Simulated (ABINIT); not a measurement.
# InF (Pm-3m): from the cell to the phonon bands, part 2 of 4

How does InF (Pm-3m) vibrate, and is this structure a minimum?

ABINIT 10.8.3; DFT PBEsol, scalar-relativistic, plane waves, PseudoDojo norm-conserving pseudopotentials.

So far. Step 4 (Relaxing the cell and atoms): The volume changes by -0.2 % in this run and stands +11.1 % from the first cell. Step 5 (Self-consistent run for the response): The cell stands at -0.71 GPa: the relaxation ran with a smoothed and higher cutoff, and the difference is a stress of the finite basis. The relaxed cell has a = 3.272 Å (conventional setting).

The structure was built from a prototype and need not be the compound's stable phase.

**6. Linear response at Γ**

At q = 0 one unit cell holds all displacements. The response is solved for single atoms along the cell's directions, and symmetry skips those that follow from others. The crystal is treated as a metal, which screens a static field, so no field response is asked.

Contents of dfpt_gamma.abi:

```

# common to the responses
getwfk_filepath "gso_WFK"
kptopt 2
nqpt 1
qpt 0.0 0.0 0.0
asr 0
chneut 0

# displacements
rfphon 1
rfatpol 1 2
rfdir 1 1 1
tolvrs 1.0d-10
prtwf 0

# basis, mesh and filling
ecut 36.0
ngkpt 8 8 8
nshiftk 1
shiftk 0.0 0.0 0.0
istwfk *1
occopt 7
tsmear 0.01
nband 17
nstep 100
diemac 1000000.0
prtebands 0
prtgsr 0
useylm 1

# cell and atoms
acell 3*1.0 Angstrom
rprim 
    3.271521113 0.0 0.0
    0.0 3.271521113 0.0
    0.0 0.0 3.271521113
ntypat 2
znucl 49 9
natom 2
typat 1 2
xred 
    0.0 0.0 0.0
    0.5 0.5 0.5
pp_dirpath "./pseudo"
pseudos "In.upf, F.upf"
```

The run is started by

```bash
$ OMP_NUM_THREADS=1 mpirun -n 2 abinit dfpt_gamma.abi > dfpt_gamma.log
```

Numbers of over 12 decimals in the logs are rounded to 6 here.

dfpt_gamma.abo, the main output file:

```text
[banners, grids, parts of the stress and lines that vanish by symmetry left out]
- input  file    -> dfpt_gamma.abi
- output file    -> dfpt_gamma.abo
- root for input  files -> dfpt_gammai
- root for output files -> dfpt_gammao

 Symmetries : space group Pm -3 m (#221); Bravais cP (primitive cubic)
================================================================================
 Values of the parameters that define the memory need of the present run (RF).
     intxc =       0      iscf =       7    lmnmax =      18     lnmax =       6
     mgfft =      36  mpssoang =       3    mqgrid =    3001     natom =       2
  nloc_mem =       1    nspden =       1   nspinor =       1    nsppol =       1
      nsym =      48    n1xccc =    2501    ntypat =       2    occopt =       7
   xclevel =       2
-    mband =          17        mffmem =           1         mkmem =         130
-   mkqmem =         130        mk1mem =         130           mpw =        2469
      nfft =       46656          nkpt =         260
- my_mband =          17
================================================================================
================================================================================

--------------------------------------------------------------------------------
------------- Echo of variables that govern the present computation ------------
--------------------------------------------------------------------------------
-
- outvars: echo of selected default values
-   iomode0 =  0 , fftalg0 =312 , wfoptalg0 =  0
-
- outvars: echo of global parameters not present in the input file
-  max_nthreads =    1
-
 -outvars: echo values of preprocessed input variables
 [... echo left out ...]
================================================================================

 chkinp: Checking input parameters for consistency.

[...]
== DATASET  1 ==================================================================
-   mpi_nproc: 2, omp_nthreads: 1 (-1 if OMP is not activated)

--- !DatasetInfo
iteration_state: {dtset: 1, }
dimensions: {natom: 2, nkpt: 260, mband: 17, nsppol: 1, nspinor: 1, nspden: 1, mpw: 2469, }
cutoff_energies: {ecut:  36.0, pawecutdg:  -1.0, }
electrons: {nelect:   2.00000000E+01, charge:   0.00000000E+00, occopt:   7.00000000E+00, tsmear:   1.00000000E-02, }
meta: {optdriver: 1, rfphon: 1, }
...

 mkfilename: getwfk from: gso_WFK

 Real(R)+Recip(G) space primitive vectors, cartesian coordinates (Bohr,Bohr^-1):
 R(1)=  6.1822789  0.0000000  0.0000000  G(1)=  0.1617527  0.0000000  0.0000000
 R(2)=  0.0000000  6.1822789  0.0000000  G(2)=  0.0000000  0.1617527  0.0000000
 R(3)=  0.0000000  0.0000000  6.1822789  G(3)=  0.0000000  0.0000000  0.1617527
 Unit cell volume ucvol=  2.3629024E+02 bohr^3
 Angles (23,13,12)=  9.00000000E+01  9.00000000E+01  9.00000000E+01 degrees
 setup1 : take into account q-point for computing boxcut.

 getcut: wavevector=  0.0000  0.0000  0.0000  ngfft=  36  36  36
         ecut(hartree)=     36.000   => boxcut(ratio)=   2.15594

--- Pseudopotential description ------------------------------------------------
- pspini: atom type   1  psp file is ./pseudo/In.upf

- pspini: atom type   2  psp file is ./pseudo/F.upf

   6.01561785E+02                                ecore*ucvol(ha*bohr**3)
--------------------------------------------------------------------------------

 ==>  initialize data related to q vector <==

 The list of irreducible perturbations for this q vector is:
    1)    idir= 1    ipert=   1
    2)    idir= 1    ipert=   2

[...]
The perturbation idir=   2  ipert=   1 is
 symmetric of a previously calculated perturbation.
 So, its SCF calculation is not needed.

 The perturbation idir=   3  ipert=   1 is
 symmetric of a previously calculated perturbation.
 So, its SCF calculation is not needed.

 The perturbation idir=   2  ipert=   2 is
 symmetric of a previously calculated perturbation.
 So, its SCF calculation is not needed.

 The perturbation idir=   3  ipert=   2 is
 symmetric of a previously calculated perturbation.
 So, its SCF calculation is not needed.

--------------------------------------------------------------------------------
 Perturbation wavevector (in red.coord.)   0.000000  0.000000  0.000000
 Perturbation : displacement of atom   1   along direction   1
 Found     8 symmetries that leave the perturbation invariant.

[...]
dfpt_looppert : total number of electrons, from k and k+q
  fully or partially occupied states are    2.000000E+01 and    2.000000E+01.
 Initialisation of the first-order wave-functions :
  ireadwf=   0

--- !BeginCycle
iteration_state: {dtset: 1, }
solver: {iscf: 7, nstep: 100, nline: 4, wfoptalg: 0, }
tolerances: {tolvrs: 1.00E-10, }
...

     iter   2DEtotal(Ha)        deltaE(Ha) residm    vres2
-ETOT  1   2.963329     -9.825E+03 2.078E+01 4.062E+02
 ETOT  2 -0.266995     -3.230E+00 9.209E-01 8.355E+01
 ETOT  3 -0.299667     -3.267E-02 6.724E-03 2.851E+00
 ETOT  4 -0.300500     -8.331E-04 1.384E-02 7.782E-01
 ETOT  5 -0.300666     -1.651E-04 4.012E-04 8.640E-03
[...]
At SCF step   11       vres2   =  1.78E-11 < tolvrs=  1.00E-10 =>converged.
[...]
Mean square residual over all n,k,spin=   26.033E-11; max=  28.954E-08

 Thirteen components of 2nd-order total energy (hartree) are
 1,2,3: 0th-order hamiltonian combined with 1st-order wavefunctions
     kin0=   1.35859492E+04 eigvalue=   6.84217634E+02  local=  -7.65420494E+03
 4,5,6: 1st-order hamiltonian combined with 1st and 0th-order wfs
 loc psp =  -2.96172001E+03  Hartree=   8.38542631E+02     xc=  -1.53609117E+02
 note that "loc psp" includes a xc core correction that could be resolved
 7,8,9: eventually, occupation + non-local contributions
    edocc=   3.25237511E+01     enl0=   2.49531345E+03   enl1=  -1.66957453E+04
 1-9 gives the relaxation energy (to be shifted if some occ is /=2.0)
   erelax=  -9.82873265E+03
 10,11,12 Non-relaxation  contributions : frozen-wavefunctions and Ewald
 fr.local=   1.33806101E+03 fr.nonlo=   8.34199018E+03  Ewald=   6.16568605E+01
 13,14 Frozen wf xc core corrections (1) and (2)
 frxc 1  =  -2.95178094E+02  frxc 2 =   3.81902025E+02
 Resulting in :
 2DEtotal=   -0.3006673455E+00 Ha. Also 2DEtotal=   -0.818157526963E+01 eV
    (2DErelax=   -9.8287326503E+03 Ha. 2DEnonrelax=    9.8284319830E+03 Ha)
    (  non-var. 2DEtotal :   -3.0066759528E-01 Ha)

[...]
Perturbation wavevector (in red.coord.)   0.000000  0.000000  0.000000
 Perturbation : displacement of atom   2   along direction   1
 Found     8 symmetries that leave the perturbation invariant.

--------------------------------------------------------------------------------

--------------------------------------------------------------------------------

 dfpt_looppert : total number of electrons, from k and k+q
  fully or partially occupied states are    2.000000E+01 and    2.000000E+01.
 Initialisation of the first-order wave-functions :
  ireadwf=   0

--- !BeginCycle
iteration_state: {dtset: 1, }
solver: {iscf: 7, nstep: 100, nline: 4, wfoptalg: 0, }
tolerances: {tolvrs: 1.00E-10, }
...

     iter   2DEtotal(Ha)        deltaE(Ha) residm    vres2
-ETOT  1  0.430426     -3.636E+03 2.149E+01 5.652E+02
[...]
ETOT 10 -0.306610     -1.455E-11 2.127E-06 5.010E-10
 ETOT 11 -0.306610      2.183E-11 3.328E-06 3.472E-12

 At SCF step   11       vres2   =  3.47E-12 < tolvrs=  1.00E-10 =>converged.
[...]
Mean square residual over all n,k,spin=   29.607E-10; max=  33.276E-07

 Thirteen components of 2nd-order total energy (hartree) are
 1,2,3: 0th-order hamiltonian combined with 1st-order wavefunctions
     kin0=   4.07724215E+03 eigvalue=  -1.43949048E+01  local=  -1.64193766E+03
 4,5,6: 1st-order hamiltonian combined with 1st and 0th-order wfs
 loc psp =  -2.60656012E+03  Hartree=   6.75722179E+02     xc=  -1.56414836E+02
 note that "loc psp" includes a xc core correction that could be resolved
 7,8,9: eventually, occupation + non-local contributions
    edocc=   3.10699476E+01     enl0=   6.65533708E+02   enl1=  -4.66708104E+03
 1-9 gives the relaxation energy (to be shifted if some occ is /=2.0)
   erelax=  -3.63682058E+03
 10,11,12 Non-relaxation  contributions : frozen-wavefunctions and Ewald
 fr.local=   1.25398705E+03 fr.nonlo=   2.32743036E+03  Ewald=   6.16568605E+01
 13,14 Frozen wf xc core corrections (1) and (2)
 frxc 1  =  -5.65827996E+01  frxc 2 =   5.00225033E+01
 Resulting in :
 2DEtotal=   -0.3066099784E+00 Ha. Also 2DEtotal=   -0.834328254821E+01 eV
    (2DErelax=   -3.6368205822E+03 Ha. 2DEnonrelax=    3.6365139723E+03 Ha)
    (  non-var. 2DEtotal :   -3.0661046738E-01 Ha)

[...]
---- first-order wavefunction calculations are completed ----

 ==> Compute Derivative Database <==

 [... matrices left out ...]
  Phonon wavevector (reduced coordinates) :  0.00000  0.00000  0.00000
 Phonon energies in Hartree :
  -5.186089E-04 -5.186089E-04 -5.186089E-04 -1.640394E-05 -1.640394E-05
  -1.640394E-05
 Phonon frequencies in cm-1    :
- -1.138215E+02 -1.138215E+02 -1.138215E+02 -3.600249E+00 -3.600249E+00
- -3.600249E+00

== END DATASET(S) ==============================================================
================================================================================

 -outvars: echo values of variables after computation
            acell      1.8897261259E+00  1.8897261259E+00  1.8897261259E+00 Bohr
           etotal     -3.0660997837E-01
            fcart      0.0000000000E+00  0.0000000000E+00  0.0000000000E+00
           strten      0.0000000000E+00  0.0000000000E+00  0.0000000000E+00
================================================================================
```

Wall time 2.1 min (2 MPI ranks of Intel Xeon at 2.70GHz, shared host).

Numbers from this step:

```
largest acoustic frequency at the zone centre before the sum rule : -3.6 cm⁻¹
highest optical zone-centre mode (no LO-TO term)                  : -113.8 cm⁻¹
lowest optical zone-centre mode                                   : -113.8 cm⁻¹
```

The acoustic modes at Γ come out as far as 3.6 cm⁻¹ from zero, where they should vanish, a small numerical error. The lowest optical mode is imaginary, 114i cm⁻¹, an instability at this level and on this k mesh.

**7. Self-consistent run for the response**

Scaled from the time of the run at Γ, the full q mesh would overrun the time at hand on this k mesh, so the ground state is made again on a coarser one.

Contents of gs.abi:

```
# ground state
tolvrs 1.0d-16
prtden 1
prtwf 1
prtpot 1

# basis, mesh and filling
ecut 36.0
ngkpt 4 4 4
nshiftk 1
shiftk 0.0 0.0 0.0
istwfk *1
occopt 7
tsmear 0.01
nband 17
nstep 100
diemac 1000000.0
prtebands 0
prtgsr 0
useylm 1

# cell and atoms
acell 3*1.0 Angstrom
rprim 
    3.271521113 0.0 0.0
    0.0 3.271521113 0.0
    0.0 0.0 3.271521113
ntypat 2
znucl 49 9
natom 2
typat 1 2
xred 
    0.0 0.0 0.0
    0.5 0.5 0.5
pp_dirpath "./pseudo"
pseudos "In.upf, F.upf"
```

The run is started by

```bash
$ OMP_NUM_THREADS=1 mpirun -n 2 abinit gs.abi > gs.log
```

gs.abo, the main output file:

```text
[banners, grids, parts of the stress and lines that vanish by symmetry left out]
- input  file    -> gs.abi
- output file    -> gs.abo
- root for input  files -> gsi
[...]
Symmetries : space group Pm -3 m (#221); Bravais cP (primitive cubic)
[...]
mpw =        2469          nfft =       46656          nkpt =          10
[...]
== DATASET  1 ==================================================================
[...]
cutoff_energies: {ecut:  36.0, pawecutdg:  -1.0, }
[...]
ETOT  1  -90.650626750811    -9.065E+01 4.992E-01 3.354E+02
 ETOT  2  -90.669936021823    -1.931E-02 8.445E-03 5.752E+02
 ETOT  3  -90.867259614415    -1.973E-01 5.079E-03 3.147E+01
 ETOT  4  -90.874038513315    -6.779E-03 2.975E-03 8.400E-01
 ETOT  5  -90.874223616105    -1.851E-04 4.402E-03 4.575E-02
[...]
ETOT 13  -90.874235061984    -1.208E-12 3.717E-04 3.331E-16
 ETOT 14  -90.874235061987    -2.515E-12 1.368E-04 2.690E-17
 At SCF step   14       vres2   =  2.69E-17 < tolvrs=  1.00E-16 =>converged.
[...]
sigma(1 1)=  1.37308551E-05  sigma(3 2)=  0.00000000E+00
  sigma(2 2)=  1.37308551E-05  sigma(3 1)=  0.00000000E+00
  sigma(3 3)=  1.37308551E-05  sigma(2 1)=  0.00000000E+00
[...]
convergence: {deltae: -2.515E-12, res2:  2.690E-17, residm:  1.368E-04, diffor: null, }
etotal    :  -9.08742351E+01
[...]
sigma(1 1)=  1.37308551E-05  sigma(3 2)=  0.00000000E+00
  sigma(2 2)=  1.37308551E-05  sigma(3 1)=  0.00000000E+00
  sigma(3 3)=  1.37308551E-05  sigma(2 1)=  0.00000000E+00
[...]
- sigma(1 1)=  4.03975703E-01  sigma(3 2)=  0.00000000E+00
- sigma(2 2)=  4.03975703E-01  sigma(3 1)=  0.00000000E+00
- sigma(3 3)=  4.03975703E-01  sigma(2 1)=  0.00000000E+00
[...]
fcart     -0.0000000000E+00 -0.0000000000E+00 -0.0000000000E+00
           strten      1.3730855073E-05  1.3730855073E-05  1.3730855073E-05
================================================================================

[key lines of the parts left out:]
pressure_GPa:  -4.0398E-01
```

It took 12 s on 2 MPI ranks; 24 s of CPU time.

Numbers from this step:

```yaml
pressure: -0.4040 GPa
```

(Part 2 of 4 ends here.)

[Host names and launcher messages were left out of these logs when they were recorded.]

[Logs are printed without paths, hosts, clocks, repeated set-up lines and the standing remarks that a program may print on its own settings, such as how far it seeks lower states.]

[Hosts, paths, dates, database ids (printed as entryN), source tags and the programs' standing remarks are cut or masked in the printed files.]
